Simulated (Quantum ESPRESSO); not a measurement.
# Calculated records

```cif
data_cro2
_symmetry_space_group_name_H-M 'P4_2/mnm'
_symmetry_Int_Tables_number 136
_cell_length_a 4.4210
_cell_length_b 4.4210
_cell_length_c 2.9170
_cell_angle_alpha 90.000
_cell_angle_beta 90.000
_cell_angle_gamma 90.000
_cell_volume 57.01
loop_
_atom_site_label
_atom_site_type_symbol
_atom_site_symmetry_multiplicity
_atom_site_Wyckoff_symbol
_atom_site_fract_x
_atom_site_fract_y
_atom_site_fract_z
_atom_site_occupancy
Cr1 Cr 2 a 0.00000 0.00000 0.00000 1
O1 O 4 f 0.30100 0.30100 0.00000 1
_calc_subject 'Canted and collinear textures of CrO2'
_calc_method 'LDA with U = 3.5 eV on Cr d (ortho-atomic projectors); plane waves with GBRV 1.5 LDA potentials, no spin-orbit coupling (and 1 further level or step)'
_calc_program 'Quantum ESPRESSO 7.5'
_calc_settings_of_one_run 'GBRV 1.5 LDA, potential files Cr: cr_lda_v1.5.uspp.F.UPF, O: o_lda_v1.2.uspp.F.UPF, cutoff 462.59 eV, 3×3×5 k-mesh, 72 bands, fermi-dirac occupations, smearing width 0.1 eV, SCF threshold 1.20e-8, symmetry off, Hubbard form dudarev, Hubbard projectors ortho-atomic, starting moments 3 3 0 0 0 0 μB'
_calc_cost '4 runs, 20 min in all on 2 MPI ranks of Intel Xeon Platinum 8175M at 2.50GHz (Skylake/Cascade Lake), shared host (the runs of this entry)'
_calc_notes 'Without spin–orbit coupling only the angles between moments matter. The cell holds only so many moments, so longer spirals cannot form in it. The smearing term is large for its width, so states at the Fermi level are partly filled: at this level the cell is a metal or has a gap of a few widths at most.'
_calc_lowest_start 'collinear parallel, random 1, random 2 and two sublattices 120 degrees apart'
_calc_its_final_state 'ferromagnetic'
_calc_its_moments '1.96 μB'
_calc_its_net_moment '4.00 μB a cell'
```

[Logs and program files are shortened in this print: banners, set-up blocks, solver, clock and traceback lines can be left out without a mark of their own.]

[Logs are printed without paths, hosts, clocks, repeated set-up lines and the standing remarks that a program may print on its own settings, such as how far it seeks lower states.]

[Hosts, paths, dates, database ids (printed as entryN), source tags and the programs' standing remarks are cut or masked in the printed files.]

[Where a cell is said to come from a database of computed structures, the database is the Materials Project.]
